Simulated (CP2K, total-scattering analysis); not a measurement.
# Worked example: from partials to totals in ethanol

A simulated model of ethanol at 300 K, fixed volume, from ab initio molecular dynamics with CP2K (revPBE-D3(BJ), Gaussian and plane waves, DZVP-MOLOPT-SR basis, GTH potentials, 400 Ry, CSVR thermostat, no spin, fixed volume, H with the mass of D). The average runs over 0.52 ps of 108 atoms, so shells between rare elements are rough. Mean temperature 299 K, largest m.s.d. 3.08 Å², energy drift -2 meV an atom (last third less first, no steady trend); the first quarter of the run is discarded. Start: last frame of a classical run of this cell at the same density and temperature. So short a stretch relaxes bonds and nearest shells but still remembers its start. It is a liquid. Atom fractions C 0.2222, O 0.1111, H 0.6667; masses C 12.011, O 15.999, H 1.008 u; density 0.7900 g/cm³; coherent lengths C 6.6472, O 5.8037, H 6.6681 fm (H as D). Faber–Ziman partials at a few Q:

| Q (Å⁻¹) | S H–H | S C–H | S C–O | S C–C | S O–H | S O–O |
| --- | --- | --- | --- | --- | --- | --- |
| 1.50 | 0.700 | 4.000 | 3.086 | 5.619 | 1.689 | -1.264 |
| 1.70 | 0.274 | 2.680 | 1.430 | 4.101 | 1.140 | -0.127 |
| 2.80 | 1.112 | 0.964 | 0.301 | -0.318 | 1.150 | 2.845 |

The pair function g(HH), r in Å, every 0.06 Å up to its first minimum: 1.59 0.04, 1.65 0.39, 1.71 2.18, 1.77 3.66, 1.83 2.46, 1.89 0.57, 1.95 0.18, 2.01 0.20.

**Tasks.** (a) The number density. (b) The neutron weights. (c) The neutron S(Q) at the listed Q. (d) The number of H around H.

(a) The mean mass is 0.2222×12.011 + 0.1111×15.999 + 0.6667×1.008 = 5.118 u, so ρ₀ = 0.7900/(5.118 × 1.66054) = 0.09295 Å⁻³.

(b) ⟨b⟩ = 0.2222×6.6472 + 0.1111×5.8037 + 0.6667×6.6681 = 6.567 fm. The weight of a pair is ci cj bi bj (2 − δij)/⟨b⟩²: H–H 0.458, C–H 0.304, C–O 0.044, C–C 0.051, O–H 0.133, O–O 0.010; they sum to 1.000.

(c) S = 1 + Σ w (Sij − 1). At 1.50 Å⁻¹: 1 − 0.137 + 0.913 + 0.092 + 0.234 + 0.092 − 0.022 = 2.172; C–H pushes up most; H–H pulls down most. At 1.70 Å⁻¹: 1 − 0.333 + 0.512 + 0.019 + 0.157 + 0.019 − 0.011 = 1.363; C–H pushes up most; H–H pulls down most. At 2.80 Å⁻¹: 1 + 0.051 − 0.011 − 0.031 − 0.067 + 0.020 + 0.018 = 0.980; H–H pushes up most; C–C pulls down most.

(d) n = 4πρ₀ c(H) Σ r² g Δr. The sum Σ r² g over the listed points is 30.8 Å², so n = 4π × 0.09295 × 0.6667 × 30.8 × 0.06 = 1.44; counting pairs in the frames up to 2.02 Å gives 1.41; the coarse grid and the factor (N − 1)/N for like atoms account for the difference.
